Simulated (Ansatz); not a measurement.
# AlOs (Pm-3m): phonons and vibrational spectra

Task: relax AlOs (Pm-3m), then find its harmonic phonons.

Method: DFT PBEsol, scalar-relativistic, plane waves, PAW, in Ansatz 0.2.0.

**1. The structure**

Symmetry: Pm-3m, No. 221, cubic system. Conventional cell: a = 2.998 Å, b = 2.998 Å, c = 2.998 Å, α = 90.00°, β = 90.00°, γ = 90.00°. Al has 8 Os at 2.60 Å nearest. Os has 8 Al at 2.60 Å nearest. Farther neighbours are not listed.

**2. Relaxation**

Harmonic phonons are second derivatives at a point where the forces vanish, and they are wanted at zero stress, so atoms and cell are relaxed first.

input.yaml

```yaml
crystal:
  lattice:
    - [2.99791198, 0.0, 0.0]
    - [0.0, 2.99791198, 0.0]
    - [0.0, 0.0, 2.99791198]
  atoms:
    - { symbol: Al, position: [0.0, 0.0, 0.0] }
    - { symbol: Os, position: [0.5, 0.5, 0.5] }
kpoints:
  mp_grid: { grid: [12, 12, 12] }
hamiltonian:
  xc: pbesol
scf:
  occupations: { method: gaussian, width: 0.1 }
output:
  forces: true
  stress: true
  eigenvalues: true
  write_density: true
  write_potential: true
  elf: true
  volumetric_format: npy
relax:
  adjacent_minimum: "off"
  f_tol: 0.005
  max_steps: 80
  cell: { stress_tol: 0.05 }
```

Run with:

```sh
ansatz run input.yaml --threads 4 --pin off --max-ram 7168MiB --backend cpu --events-out ev --progress --plain --runs-dir out
```

Numbers of over 12 decimals in the logs are rounded to 6 here.

Output:

```text
Engine: ansatz 0.2.0, aarch64-unknown-linux-gnu
Pseudopotentials: kind: paw
Pseudopotential: Al, paw, valence charge 3, recommended cutoff 420 eV (normal), Al.paw.azcp
Pseudopotential: Os, paw, valence charge 16, recommended cutoff 420 eV (normal), Os.paw.azcp
Functional definition: PBEsol
  exchange = pbesol_x
  correlation = pbesol_c
Crystal: 2 atoms, lattice volume = 26.944 Å³
Basis set: ecut = 420 eV, 515 PW (Γ), exchange–correlation on 48×48×48 points (8 copies of the dense FFT grid, shifted against one another)
Bands: 14, of which v1, the nominal top of the filled ones, is band 10 counted from 1 (9 counted from 0)
Symmetry: 48 space group operations
Space group: Pm-3m (ITA 221), of the structure as read, at distance tolerance 3.0e-5 Å
k-points: 84 of 1728
Non-local potential: Al, projectors of the file, l = 0: 2, l = 1: 2, l = 2: 1
Non-local potential: Os, projectors of the file, l = 0: 3, l = 1: 2, l = 2: 2, l = 3: 1
PAW form: soft (Blöchl's): semilocal exchange-correlation on the pseudo side does not see the compensation charge
PAW frozen core: Al, regenerated for the run's functional, and the local potential with it (the file was generated under x = pbe(κ = 0.804, μ = 0.219515), c = pbe(β = 0.066725))
PAW frozen core: Os, regenerated for the run's functional, and the local potential with it (the file was generated under x = pbe(κ = 0.804, μ = 0.219515), c = pbe(β = 0.066725))
PAW one-centre angular grid: Al, 110 points (default); XC on 64 Gauss nodes
PAW one-centre angular grid: Os, 590 points (default); XC on 64 Gauss nodes
Initial density: superposition of atomic densities (neutral atoms: chi_scale 0, normalization atom), corrected by the library's trained network
Initial wavefunctions: pseudopotential atomic-orbital guess
Functional: x = pbesol(κ = 0.804, μ = 0.123457), c = pbesol(β = 0.046)
SCF iter   1: F=—  HF=-11776.329214 eV  |F-HF|=—  |Δ(HF+E_count)|=         —  Δρ=5.73e-3  dr2=5.68e-3  ethr=1.77e-3  ⟨swp⟩=4.3  Hψ=5578  notcnv=0
preconditioner: auto → none  [metal: Δε(μ)=0.026 eV  Ē_g=9.349 eV  σ=0.100 eV  W_gap=0.15  n_scr=6 (ndim 8)  ℏωp=23.7 eV  f_vac=0.000  D(μ)=1.25/eV (n_scr^D=6)  sad-step TF]
SCF iter   2: F=—  HF=-11776.328664 eV  |F-HF|=—  |Δ(HF+E_count)|=   5.51e-4  Δρ=3.33e-3  dr2=2.28e-3  ethr=2.99e-5  ⟨swp⟩=1.0  Hψ=1848  notcnv=0
SCF iter   3: F=—  HF=-11776.328121 eV  |F-HF|=—  |Δ(HF+E_count)|=   5.43e-4  Δρ=2.50e-4  dr2=4.20e-6  ethr=1.20e-5  ⟨swp⟩=2.1  Hψ=1438  notcnv=0
SCF iter   4: F=—  HF=-11776.328103 eV  |F-HF|=—  |Δ(HF+E_count)|=   1.81e-5  Δρ=1.97e-5  dr2=7.61e-8  ethr=2.21e-8  ⟨swp⟩=2.3  Hψ=1624  notcnv=0
iter 5 did not close the SCF: its close was put off for the readings that it lacked (scf_convergence_deferred on its scf_iter line)
SCF iter   5: F=-11776.328103 eV  HF=-11776.328103 eV  |F-HF|=1.16e-9  |Δ(HF+E_count)|=  3.22e-10  Δρ=2.28e-6  dr2=1.35e-9  ethr=4.00e-10  ⟨swp⟩=2.3  Hψ=1592  notcnv=0
SCF iter   6: F=-11776.328103 eV  HF=-11776.328103 eV  |F-HF|=0.00e0  |Δ(HF+E_count)|=  3.71e-10  Δρ=2.17e-7  dr2=8.62e-12  ethr=7.09e-12  ⟨swp⟩=4.8  Hψ=5763  notcnv=0
SCF 1 converged in 6 iterations: F = -11776.328103 eV  dr2 = 8.62e-12
  greatest PAW one-centre occupation: 1.000 electrons in one spin orbital (limit 2), on the Os atom at site 1 (counted from 0), in its partial waves of l = 0
relax step   1: F+E_penalty+E_count = -11776.32810272 eV  Δ(F+E_penalty+E_count) = +0.000e0 eV  max|allowed force component| = 4.360e-29 eV/Å  Δτ_max = 0.0000 Å  P = -1.356 GPa  Ω = 26.944 Å³  (6 SCF iters, accepted)
Crystal: 2 atoms, lattice volume = 26.722 Å³
Basis set: ecut = 420 eV, 485 PW (Γ), exchange–correlation on 48×48×48 points (8 copies of the dense FFT grid, shifted against one another)
Initial density: handed on by an earlier stage of this run
Initial wavefunctions: those handed on with the density
iter 1 solved again at ethr=2.16e-7 eV; its pass at ethr=3.10e-3 eV (dr2=4.10e-5 eV) is discarded
SCF iter   1: F=—  HF=-11776.328688 eV  |F-HF|=—  |Δ(HF+E_count)|=         —  Δρ=4.20e-4  dr2=4.13e-5  ethr=2.16e-7  ⟨swp⟩=2.0  Hψ=6970  notcnv=0
preconditioner: auto → none  [metal: Δε(μ)=0.019 eV  Ē_g=9.416 eV  σ=0.100 eV  W_gap=0.11  n_scr=6 (ndim 8)  ℏωp=23.8 eV  f_vac=0.000  D(μ)=1.28/eV (n_scr^D=6)]
SCF iter   2: F=—  HF=-11776.328651 eV  |F-HF|=—  |Δ(HF+E_count)|=   3.67e-5  Δρ=1.79e-4  dr2=5.33e-6  ethr=2.16e-7  ⟨swp⟩=2.0  Hψ=1507  notcnv=0
iter 3 did not close the SCF: its close was put off for the readings that it lacked (scf_convergence_deferred on its scf_iter line)
SCF iter   3: F=-11776.328647 eV  HF=-11776.328647 eV  |F-HF|=7.66e-8  |Δ(HF+E_count)|=   4.11e-6  Δρ=1.91e-5  dr2=8.56e-8  ethr=2.80e-8  ⟨swp⟩=2.1  Hψ=1477  notcnv=0
iter 4 did not close the SCF: its close was put off for the readings that it lacked (scf_convergence_deferred on its scf_iter line)
SCF iter   4: F=-11776.328647 eV  HF=-11776.328647 eV  |F-HF|=2.91e-11  |Δ(HF+E_count)|=   3.25e-8  Δρ=2.16e-6  dr2=3.47e-10  ethr=4.51e-10  ⟨swp⟩=2.3  Hψ=1639  notcnv=0
iter 5 did not close the SCF: its close was put off for the readings that it lacked (scf_convergence_deferred on its scf_iter line)
SCF iter   5: F=-11776.328647 eV  HF=-11776.328647 eV  |F-HF|=3.64e-12  |Δ(HF+E_count)|=  1.46e-11  Δρ=1.08e-7  dr2=2.27e-12  ethr=1.83e-12  ⟨swp⟩=2.5  Hψ=1972  notcnv=0
SCF iter   6: F=-11776.328647 eV  HF=-11776.328647 eV  |F-HF|=1.82e-12  |Δ(HF+E_count)|=  5.46e-12  Δρ=1.85e-8  dr2=5.96e-14  ethr=1.00e-12  ⟨swp⟩=3.1  Hψ=4008  notcnv=0
SCF 2 converged in 6 iterations: F = -11776.328647 eV  dr2 = 5.96e-14
relax step   2: F+E_penalty+E_count = -11776.32864684 eV  Δ(F+E_penalty+E_count) = -5.441e-4 eV  max|allowed force component| = 4.470e-30 eV/Å  Δτ_max = 0.0000 Å  P = +0.709 GPa  Ω = 26.722 Å³  energy of the carried Pulay correction = +8.609e-5 eV  (6 SCF iters, dr2 threshold 2.00e-7 eV, accepted)
Crystal: 2 atoms, lattice volume = 26.798 Å³
iter 1 solved again at ethr=2.32e-8 eV; its pass at ethr=3.10e-3 eV (dr2=4.40e-6 eV) is discarded
SCF iter   1: F=—  HF=-11776.328803 eV  |F-HF|=—  |Δ(HF+E_count)|=         —  Δρ=1.43e-4  dr2=4.80e-6  ethr=2.32e-8  ⟨swp⟩=2.0  Hψ=6939  notcnv=0
preconditioner: auto → none  [metal: Δε(μ)=0.019 eV  Ē_g=9.392 eV  σ=0.100 eV  W_gap=0.11  n_scr=6 (ndim 8)  ℏωp=23.8 eV  f_vac=0.000  D(μ)=1.29/eV (n_scr^D=6)]
SCF iter   2: F=—  HF=-11776.328783 eV  |F-HF|=—  |Δ(HF+E_count)|=   2.03e-5  Δρ=6.14e-5  dr2=6.34e-7  ethr=2.32e-8  ⟨swp⟩=2.0  Hψ=1508  notcnv=0
iter 3 did not close the SCF: its close was put off for the readings that it lacked (scf_convergence_deferred on its scf_iter line)
SCF iter   3: F=-11776.328783 eV  HF=-11776.328783 eV  |F-HF|=8.49e-9  |Δ(HF+E_count)|=   4.86e-7  Δρ=6.38e-6  dr2=9.52e-9  ethr=3.34e-9  ⟨swp⟩=2.1  Hψ=1480  notcnv=0
iter 4 did not close the SCF: its close was put off for the readings that it lacked (scf_convergence_deferred on its scf_iter line)
SCF iter   4: F=-11776.328783 eV  HF=-11776.328783 eV  |F-HF|=7.28e-12  |Δ(HF+E_count)|=   3.61e-9  Δρ=7.41e-7  dr2=4.47e-11  ethr=5.01e-11  ⟨swp⟩=2.3  Hψ=1643  notcnv=0
iter 5 did not close the SCF: its close was put off for the readings that it lacked (scf_convergence_deferred on its scf_iter line)
SCF iter   5: F=-11776.328783 eV  HF=-11776.328783 eV  |F-HF|=5.46e-12  |Δ(HF+E_count)|=  5.46e-12  Δρ=3.64e-8  dr2=3.08e-13  ethr=1.00e-12  ⟨swp⟩=1.0  Hψ=1185  notcnv=0
SCF iter   6: F=-11776.328783 eV  HF=-11776.328783 eV  |F-HF|=1.82e-12  |Δ(HF+E_count)|=  3.64e-12  Δρ=7.32e-9  dr2=7.64e-15  ethr=1.00e-12  ⟨swp⟩=3.0  Hψ=3884  notcnv=0
SCF 3 converged in 6 iterations: F = -11776.328783 eV  dr2 = 7.64e-15
relax step   3: F+E_penalty+E_count = -11776.32878257 eV  Δ(F+E_penalty+E_count) = -1.357e-4 eV  max|allowed force component| = 2.687e-30 eV/Å  Δτ_max = 0.0000 Å  P = -0.007 GPa  Ω = 26.798 Å³  energy of the carried Pulay correction = +5.662e-5 eV  (6 SCF iters, dr2 threshold 2.00e-7 eV, accepted)
Initial wavefunctions: pseudopotential atomic-orbital guess (no wavefunctions were taken with the density)
iter 1 solved again at ethr=3.38e-9 eV; its pass at ethr=3.10e-3 eV (dr2=6.43e-7 eV) is discarded
SCF iter   1: F=—  HF=-11776.328739 eV  |F-HF|=—  |Δ(HF+E_count)|=         —  Δρ=1.15e-5  dr2=4.95e-9  ethr=3.38e-9  ⟨swp⟩=3.1  Hψ=9152  notcnv=0
SCF iter   2: F=—  HF=-11776.328721 eV  |F-HF|=—  |Δ(HF+E_count)|=   1.81e-5  Δρ=5.49e-6  dr2=1.02e-9  ethr=2.60e-11  ⟨swp⟩=2.2  Hψ=1810  notcnv=0
iter 3 did not close the SCF: its close was put off for the readings that it lacked (scf_convergence_deferred on its scf_iter line)
SCF iter   3: F=-11776.328721 eV  HF=-11776.328721 eV  |F-HF|=7.28e-12  |Δ(HF+E_count)|=  2.00e-10  Δρ=3.36e-7  dr2=4.01e-12  ethr=5.35e-12  ⟨swp⟩=2.8  Hψ=1640  notcnv=0
iter 4 did not close the SCF: its close was put off for the readings that it lacked (scf_convergence_deferred on its scf_iter line)
SCF iter   4: F=-11776.328721 eV  HF=-11776.328721 eV  |F-HF|=5.46e-12  |Δ(HF+E_count)|=    0.00e0  Δρ=6.06e-8  dr2=2.39e-13  ethr=1.00e-12  ⟨swp⟩=1.0  Hψ=1176  notcnv=0
iter 5 did not close the SCF: its close was put off for the readings that it lacked (scf_convergence_deferred on its scf_iter line)
SCF iter   5: F=-11776.328721 eV  HF=-11776.328721 eV  |F-HF|=0.00e0  |Δ(HF+E_count)|=  5.46e-12  Δρ=6.74e-9  dr2=9.79e-15  ethr=1.00e-12  ⟨swp⟩=1.0  Hψ=1176  notcnv=0
iter 6 did not close the SCF: its close was put off for the readings that it lacked (scf_convergence_deferred on its scf_iter line)
SCF iter   6: F=-11776.328721 eV  HF=-11776.328721 eV  |F-HF|=3.64e-12  |Δ(HF+E_count)|=  1.82e-12  Δρ=8.64e-10  dr2=1.28e-16  ethr=1.00e-12  ⟨swp⟩=1.0  Hψ=1176  notcnv=0
SCF iter   7: F=-11776.328721 eV  HF=-11776.328721 eV  |F-HF|=3.64e-12  |Δ(HF+E_count)|=  3.64e-12  Δρ=1.04e-10  dr2=1.84e-18  ethr=1.00e-12  ⟨swp⟩=1.2  Hψ=2811  notcnv=0
SCF 4 converged in 7 iterations: F = -11776.328721 eV  dr2 = 1.84e-18
relax step   4: F+E_penalty+E_count = -11776.32872120 eV  Δ(F+E_penalty+E_count) = +6.137e-5 eV  max|allowed force component| = 8.932e-30 eV/Å  Δτ_max = 0.0000 Å  P = -0.007 GPa  Ω = 26.798 Å³  stress off target by 6.84e-3 GPa  SCF on the basis re-selected at this cell (its energy is not comparable with the rows above)  (7 SCF iters)
basis re-selected at this cell: Δ(F+E_penalty+E_count) = +6.137e-5 eV, ΔP = -0.000 GPa vs the last step (what re-selecting the basis moved, of the pressure what is left beyond the Pulay correction that the steps carried, after the strain that the cell walked since its last selection, with what the two solves' SCF thresholds leave and, on support functions, any second-order correction that the steps lacked; it is no m [...]
SCF converged after 7 iterations
Free energy (F): -11776.328721 eV
Harris-Foulkes:  -11776.328721 eV  (|F-HF|=3.64e-12)
Internal energy: -11776.322287 eV  (E = F + TS)
E sigma→0 (E₀):  -11776.325504 eV
Entropy (-TS):   -0.006434 eV (-3.217 meV/atom)
Fermi energy:    17.585591 eV
--- Per-component energies (eV) ---
  E_band       = -141.438538
  E_kinetic    = 592.232815
  E_local      = -1275.027314  (includes V_loc(G=0)·N_el)
  E_nonlocal   = 11.534033
  E_hartree    = 531.151007
  E_xc         = -306.803353
  E_vxc        = -315.707577  (∫ρ·V_xc dr)
  E_paw        = -9335.447121  (= ΣΔE_a)
  E_vpaw       = -216.772429  (= ΣTr[D̂ρ^β])
  E_aug_tail   = -0.000080  (compensation charges beyond the density's cutoff)
  E_ewald      = -1994.229346
  E_core_change = 0.267072  (= ΣΔE_core)
  E_smearing   = -0.006434  (= −TS)
  E_closure    = 0.000000  (closes the sum)
  Σ components = -11776.328721   (vs F -11776.328721, Δ=0.00e0)
--- Forces (eV/Å), atoms counted from 1 ---
  atom   1  Al    -0.00000000     0.00000000    -0.00000000
  atom   2  Os     0.00000000     0.00000000     0.00000000
  max |Σ_I F_I| component: 1.79e-29 eV/Å
--- Stress (GPa, compression-positive) ---
       -0.006841      -0.000000       0.000000
       -0.000000      -0.006841      -0.000000
        0.000000      -0.000000      -0.006841
  P = ⅓ Tr σ = -0.0068 GPa (-0.068 kbar)
--- Band table (eV; the first three rows and the last of 84) ---
  k-point 0: bands = [... 6 lower, 13.3534, 18.0043, 18.0043, 18.0043, 23.1569, 23.1569, 23.1569, 29.0912]
  k-point 1: bands = [... 6 lower, 13.4096, 17.7723, 17.7723, 18.0263, 22.5583, 23.4826, 23.4826, 28.6295]
  k-point 2: bands = [... 6 lower, 13.5535, 17.2374, 17.2374, 18.0872, 21.3896, 24.2961, 24.2961, 27.5763]
  k-point 83: bands = [... 6 lower, 12.3037, 19.7812, 19.9132, 19.9132, 21.0883, 21.0883, 21.0883, 26.2699]
--- Relaxed structure (3 steps of the walk, 3 accepted, 1 SCFs on fresh bases) ---
  F+E_penalty+E_count = -11776.32872120 eV   max|allowed force component| = 8.932e-30 eV/Å   (the final SCF, on the basis selected at the relaxed cell)
  cell:  # Å, volume = 26.7978 Å³
    - [2.992492, 0, 0]
    - [0, 2.992492, 0.0]
    - [0, 0.0, 2.992492]
  atoms:
    - { symbol: Al, position: [0, 0, 0] }
    - { symbol: Os, position: [0.5, 0.5, 0.5] }
```

The job ended after 2.3 s (4 threads of Arm Neoverse V2, shared host; peak memory 0.32 GiB; 7.5 s of CPU time).

Step by step:

```
step  energy less that of the first step (eV)  largest force component (eV/Å)  pressure (GPa)  volume (Å³)
   1                                   0.0000                          0.0000           -1.36        26.94
   2                                  -0.0005                          0.0000            0.71        26.72
   3                                  -0.0007                          0.0000           -0.01        26.80
  4*                                  -0.0006                          0.0000           -0.01        26.80
```

Relaxation steps marked * repeat the geometry before them on a plane-wave basis chosen anew for their cell, so energy and pressure can jump there.

The run keeps the 48 symmetry operations that it works with, so distortions that break them were not tested.

```
conventional cell, symmetrised  before  after  change
                         a (Å)   2.998  2.992  -0.2 %
                         b (Å)   2.998  2.992  -0.2 %
                         c (Å)   2.998  2.992  -0.2 %
              volume (Å³/atom)   13.47  13.40  -0.5 %
```

The relaxed structure:

```xyz
2
Lattice="2.9925 0.0000 0.0000 0.0000 2.9925 0.0000 0.0000 0.0000 2.9925" Properties=species:S:1:pos:R:3 pbc="T T T"
Al    0.0000    0.0000    0.0000
Os    1.4962    1.4962    1.4962
```

This step gave:

```
pressure          : -0.006841 GPa
volume per atom   : 13.40 Å³
gap on the k-mesh : 0 eV
```

ELF in the ac plane at fractional y = 0.000, with atoms of Al within 0.2 Å of it. It is the smooth field of the valence electrons, not physical close to the nuclei.

Ten even steps from '0' (0.01) to '9' (0.50):
```
100157766775100
000478877887400
014799877899741
457999888899975
678999888899987
778888888888887
667788888888776
667788888888776
778888888888887
678999888899987
457999888899975
014799877899741
000478877887400
100157766775100
110046766764001
```
Columns run along a (3.0 Å), rows up along c (3.0 Å). Atoms in or near the plane, at fractional coordinates: Al at (0.00, 0.00).

Electrostatic potential energy in the ac plane at fractional y = 0.000, with atoms of Al within 0.2 Å of it. With pseudopotentials it is smooth inside the atoms' cores, unlike the true potential.

Values in eV, 15 rows by 15 columns:
```
14 12  6  0  3 11 16 18 18 16 11  3  0  6 12
 8  6  1  0  6 13 17 19 19 17 13  6  0  1  6
 0  0  0  4 11 15 18 19 19 18 15 11  4  0  0
 2  3  6 11 15 17 18 19 19 18 17 15 11  6  3
11 11 13 15 17 18 19 19 19 19 18 17 15 13 11
16 16 17 18 18 19 19 18 18 19 19 18 18 17 16
18 18 19 19 19 19 18 18 18 18 19 19 19 19 18
18 18 19 19 19 19 18 18 18 18 19 19 19 19 18
16 16 17 18 18 19 19 18 18 19 19 18 18 17 16
11 11 13 15 17 18 19 19 19 19 18 17 15 13 11
 2  3  6 11 15 17 18 19 19 18 17 15 11  6  3
 0  0  0  4 11 15 18 19 19 18 15 11  4  0  0
 8  6  1  0  6 13 17 19 19 17 13  6  0  1  6
14 12  6  0  3 11 16 18 18 16 11  3  0  6 12
15 14  8  0  2 11 16 18 18 16 11  2  0  8 14
```
Columns run along a (3.0 Å; values clipped at the 3rd and 97th percentile), rows up along c (3.0 Å). Atoms in or near the plane, at fractional coordinates: Al at (0.00, 0.00).

Valence density in the ac plane at fractional y = 0.000, with atoms of Al within 0.2 Å of it. It is the smooth field of the valence electrons, not physical close to the nuclei.

Values in e/Å³, 15 rows by 15 columns:
```
0.06 0.07 0.09 0.14 0.21 0.23 0.22 0.21 0.21 0.22 0.23 0.21 0.14 0.09 0.07
0.07 0.09 0.12 0.19 0.24 0.25 0.24 0.23 0.23 0.24 0.25 0.24 0.19 0.12 0.09
0.13 0.14 0.19 0.24 0.26 0.26 0.26 0.25 0.25 0.26 0.26 0.26 0.24 0.19 0.14
0.20 0.21 0.24 0.26 0.28 0.28 0.28 0.27 0.27 0.28 0.28 0.28 0.26 0.24 0.21
0.22 0.23 0.25 0.26 0.28 0.29 0.30 0.30 0.30 0.30 0.29 0.28 0.26 0.25 0.23
0.22 0.22 0.24 0.26 0.28 0.30 0.31 0.32 0.32 0.31 0.30 0.28 0.26 0.24 0.22
0.21 0.21 0.23 0.25 0.27 0.30 0.32 0.33 0.33 0.32 0.30 0.27 0.25 0.23 0.21
0.21 0.21 0.23 0.25 0.27 0.30 0.32 0.33 0.33 0.32 0.30 0.27 0.25 0.23 0.21
0.22 0.22 0.24 0.26 0.28 0.30 0.31 0.32 0.32 0.31 0.30 0.28 0.26 0.24 0.22
0.22 0.23 0.25 0.26 0.28 0.29 0.30 0.30 0.30 0.30 0.29 0.28 0.26 0.25 0.23
0.20 0.21 0.24 0.26 0.28 0.28 0.28 0.27 0.27 0.28 0.28 0.28 0.26 0.24 0.21
0.13 0.14 0.19 0.24 0.26 0.26 0.26 0.25 0.25 0.26 0.26 0.26 0.24 0.19 0.14
0.07 0.09 0.12 0.19 0.24 0.25 0.24 0.23 0.23 0.24 0.25 0.24 0.19 0.12 0.09
0.06 0.07 0.09 0.14 0.21 0.23 0.22 0.21 0.21 0.22 0.23 0.21 0.14 0.09 0.07
0.06 0.06 0.07 0.13 0.20 0.22 0.22 0.21 0.21 0.22 0.22 0.20 0.13 0.07 0.06
```
Columns run along a (3.0 Å), rows up along c (3.0 Å). Atoms in or near the plane, at fractional coordinates: Al at (0.00, 0.00).

In this step the volume went from 13.47 to 13.40 Å³/atom.

**3. Tight relaxation**

Phonons need a cell at rest on their own settings, so the relaxation is repeated with tight tolerances on forces and stress, using the mesh and the filling of the phonon run that follows.

input.yaml

```yaml
crystal:
  lattice:
    - [2.992491721, 0.0, 0.0]
    - [0.0, 2.992491721, 0.0]
    - [0.0, 0.0, 2.992491721]
  atoms:
    - { symbol: Al, position: [0.0, 0.0, 0.0] }
    - { symbol: Os, position: [0.5, 0.5, 0.5] }
kpoints:
  mp_grid: { grid: [12, 12, 12] }
hamiltonian:
  xc: pbesol
scf:
  occupations: { method: methfessel_paxton, width: 0.15 }
output:
  forces: true
  stress: true
  eigenvalues: true
relax:
  adjacent_minimum: "off"
  f_tol: 0.001
  max_steps: 60
  cell: { stress_tol: 0.01 }
```

Output:

```text
[...]
Crystal: 2 atoms, lattice volume = 26.798 Å³
Basis set: ecut = 420 eV, 515 PW (Γ), exchange–correlation on 48×48×48 points (8 copies of the dense FFT grid, shifted against one another)
Bands: 14, of which v1, the nominal top of the filled ones, is band 10 counted from 1 (9 counted from 0)
Symmetry: 48 space group operations
[...]
k-points: 84 of 1728
[...]
k-point 83: bands = [... 6 lower, 12.3052, 19.7845, 19.9156, 19.9156, 21.0910, 21.0910, 21.0910, 26.2738]
--- Relaxed structure (3 steps of the walk, 3 accepted, 1 SCFs on fresh bases) ---
[...]
cell:  # Å, volume = 26.7945 Å³
    - [2.992371, 0, 0]
    - [0, 2.992371, 0.0]
    - [0, 0.0, 2.992371]
  atoms:
    - { symbol: Al, position: [0, 0, 0] }
    - { symbol: Os, position: [0.5, 0.5, 0.5] }
[key lines of the parts left out:]
SCF converged after 4 iterations
Free energy (F): -11776.325661 eV
Fermi energy:    17.584475 eV
P = ⅓ Tr σ = -0.0001 GPa (-0.001 kbar)
```

It took 2 s on 4 threads; peak memory 0.32 GiB.

Little changed from the start: no atom moved by 0.005 Å and no cell edge by 0.1 %.

Numbers from this step:

```yaml
pressure: -6.10e-5 GPa
```

The forces vanish by symmetry and the pressure is 0.000 GPa, within the tolerances set. The cell now holds 13.40 Å³/atom.

(Part 1 of 2 ends here.)

[Logs are printed without paths, hosts, clocks, repeated set-up lines and the standing remarks that a program may print on its own settings, such as how far it seeks lower states.]

[Hosts, paths, dates, database ids (printed as entryN), source tags and the programs' standing remarks are cut or masked in the printed files.]
